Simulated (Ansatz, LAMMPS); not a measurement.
# Structural relaxation of amorphous Si0.9Ge0.1 (122 atoms), part 2 of 2

Aim: bring amorphous Si0.9Ge0.1 (122 atoms) to a nearby minimum of the energy and see what moves.

Ansatz 0.2.0; Kohn-Sham DFT, PBE, PAW (set soft_2), plane waves.

The cell: 110 Si and 12 Ge. The quench rate of 200 K/ps is many orders above laboratory rates. The starting topology of bonds comes from the classical model. Sampling is at Γ alone, for a cell whose shortest periodic width is 14 Å.

So far. Step 4 (Relaxation): The relaxation changed the energy by -78.0 meV/atom, and atoms moved by 0.48 Å r.m.s., 1.3 Å at most.

**6. Single point at the relaxed geometry (continued)**

Electrostatic potential energy in the ac plane at fractional y = 0.438, with atoms of Si and Ge within 0.2 Å of it. With pseudopotentials it is smooth inside the atoms' cores, unlike the true potential.

Ten even steps from '0' (-46 eV) to '9' (10 eV), each cell a mean:
```
99854589999987668999999999999999999999
99877788889862004899999999999999999999
99999874226862015899999889999999999889
99999851003887678889986446899999998778
99999975336899985347872002799999998778
99999998889999972015884124899999999999
99999998889999986457898878899999999999
99999998789999888899999754589999999999
99999888899998788999998300058999999999
68986456899999889999998521279999999754
16863124799999888999999887899999997300
27874335899998523688888999999999998510
89998778777886100378888999999999998877
99999986201587533689999999999999975458
89999986100379888999999999999999840005
89999998645789999999999988886568851026
99999999999999988899999999862016888789
99999999999999988899999999975347999999
99999999999999888899999999998888999999
99999987789999999999999999999876789999
99999730037999999999999988999743479999
99999720027888899999998877899865689999
99999875578988889999998877899998899999
99876789999998899999999999999999999999
```
Columns run along a (13.6 Å; values clipped at the 3rd and 97th percentile), rows up along c (13.6 Å). Atoms in or near the plane, at fractional coordinates: Si at (0.66, 0.63), Si at (0.25, 0.40), Si at (0.22, 0.85), Si at (0.20, 0.11), Si at (0.97, 0.54), Si at (0.92, 0.38), Si at (0.62, 0.80), Ge at (0.15, 0.55).

Valence density in the ac plane at fractional y = 0.438, with atoms of Si and Ge within 0.2 Å of it. It is the smooth field of the valence electrons, not physical close to the nuclei.

Ten steps, logarithmic in the rise over the least value, from '0' (0 e/Å³) to '9' (22 e/Å³), each cell a mean:
```
01222211100112221000000000000000000000
01122222111121111100000000000000000000
10011122112222112110001111100000011111
10000111012222222211111122100000112221
10000012211111122222222111100000011221
00000011211000112112222112100000001110
00000011111000122211111222110000000000
00000011111111122110001222110000000000
10001111110011111100001110111000000111
11123442110001111000011211111000001122
12236995210001111111111111110000001111
12224763210011111221111110000000001211
11111222221122111221111000000000011222
10000112211222211111000000000000112222
10000011101221111100000011111111121011
10000001122111111100000011222222221111
00000000111101111110000001122112211111
00000000011001122110000000112222110000
00000001111001111100000000011221100000
00000111111100111000000000001122110000
00001111111111100000001111111111211000
00001211122111110000012222111112221000
00011222211111110000012221110111111000
00112221111111111000001111000000100000
```
Columns run along a (13.6 Å), rows up along c (13.6 Å). Atoms in or near the plane, at fractional coordinates: Si at (0.66, 0.63), Si at (0.25, 0.40), Si at (0.22, 0.85), Si at (0.20, 0.11), Si at (0.97, 0.54), Si at (0.92, 0.38), Si at (0.62, 0.80), Ge at (0.15, 0.55).

Mean Löwdin charges: Ge -0.02, Si +0.05 e (they miss 0.90 % of the electrons, so they add up to more than the cell's charge). Charges this small depend on the projection, at times even in sign. Within 0.4 eV of the Fermi level the largest share is Si p (73 % of the projected weight).

Local excerpt of 13 atoms (numbers count through the whole input) about Ge111, picked at random; x, y, z are measured from there.

```csv
atom,x,y,z,distance (Å),bonds,Löwdin charge (e)
Ge111,0.00,0.00,0.00,0.00,4,0.01
Si37,-0.73,2.23,-0.56,2.41,4,0.05
Ge120,1.93,-0.08,-1.52,2.46,4,-0.03
Si59,-1.39,-1.93,-0.74,2.48,4,0.09
Ge118,0.65,-0.24,2.40,2.50,4,0.01
Si110,-2.08,-1.17,2.01,3.12,3,0.05
Si16,-0.05,-2.51,2.39,3.47,4,0.07
Si72,0.79,0.58,-3.48,3.61,4,0.05
Si29,0.33,-3.36,-1.44,3.67,4,0.05
Si43,-2.85,2.26,0.51,3.67,4,0.05
Si80,0.76,3.63,0.65,3.76,4,0.07
Si106,2.40,-2.35,-1.83,3.82,4,0.06
Si28,-0.02,2.69,-2.82,3.89,4,0.06
```

**7. Changed: basis.precision = "f64" and scf.eigensolver.kind = "davidson"**

Changed here: basis.precision = "f64" and scf.eigensolver.kind = "davidson".

Input file input.yaml:

```yaml
crystal:
  lattice:
    - [13.6169, 0.0, 0.0]
    - [0.0, 13.6169, 0.0]
    - [0.0, 0.0, 13.6169]
  atoms:
    [... the 122 atom lines of step 3 ...]
kpoints:
  mp_grid: { grid: [1, 1, 1] }
hamiltonian:
  xc: pbe
scf:
  occupations: { method: fermi_dirac, width: 0.05 }
  eigensolver: { kind: davidson }
output:
  forces: true
  stress: true
  populations: intrinsic
  dos:
    method: { smearing: { sigma: 0.1 } }
    de: 0.1
    projected: { site_lists: { Ge: [Ge], Si: [Si] } }
  eigenvalues: true
basis:
  precision: f64
```

Started as:

```sh
ansatz run input.yaml --threads 4 --pin off --max-ram 8192MiB --backend cpu --events-out ev --progress --plain --runs-dir out
```

Wall time 96 s (4 threads of Arm Neoverse V2, shared host); peak memory 3.4 GiB.

Geometry and reference: those of the single point at the start.

Forces differ from those of the single point at the start by 0.004 meV/Å r.m.s., 7.0e-4 % of their size. It took 2.3 times the reference's time (shared host, so rough).

**8. Results**

| Quantity | Value |
| --- | --- |
| energy change in the relaxation | -78.04 meV/atom |
| r.m.s. displacement | 0.476 Å |
| largest displacement | 1.345 Å |
| free energy per atom | -995.4704 eV/atom |
| pressure | -0.0166 GPa |
| r.m.s. force component | 0.00663 eV/Å |
| spacing of highest filled and lowest empty level | 0.2814 eV |
| wall time of the 4 DFT runs | 12 min |

In words: Relaxation lowers the energy by 78.0 meV/atom and moves atoms by 0.48 Å r.m.s.; the r.m.s. force component goes from 0.53 to 0.0066 eV/Å, the pressure goes from -0.78 to -0.017 GPa. By the final cutoffs 21 of 257 bonded pairs parted and 9 joined. From the first step to the last the energy fell by 9.521 eV, and the largest move was 1.34 Å (Si36). The Si-Si bonds go from 2.429 Å (spread 0.096) to 2.391 Å (spread 0.061), and their number from 209 to 201. Counting bonds as in the table, 92 % of Ge atoms have 4 and 92 % of Si atoms have 4 bonded neighbours. The highest filled and lowest empty levels lie 0.281 eV apart (at Γ alone), but 4 levels are partly filled, by over 2 %, under the smearing.

**Limits.** The network of bonds at the start is that of the classical potential that made the cell; in DFT 21 of its 257 bonded pairs passed out of the cutoffs and 9 came within them.

[Long decimals in the printed logs are rounded to 6 places.]

[Logs are printed without paths, hosts, clocks, repeated set-up lines and the standing remarks that a program may print on its own settings, such as how far it seeks lower states.]

[Hosts, paths, dates, database ids (printed as entryN), source tags and the programs' standing remarks are cut or masked in the printed files.]

[A walk said to have stopped at its limit may instead have ended on an SCF cycle that didn't converge.]
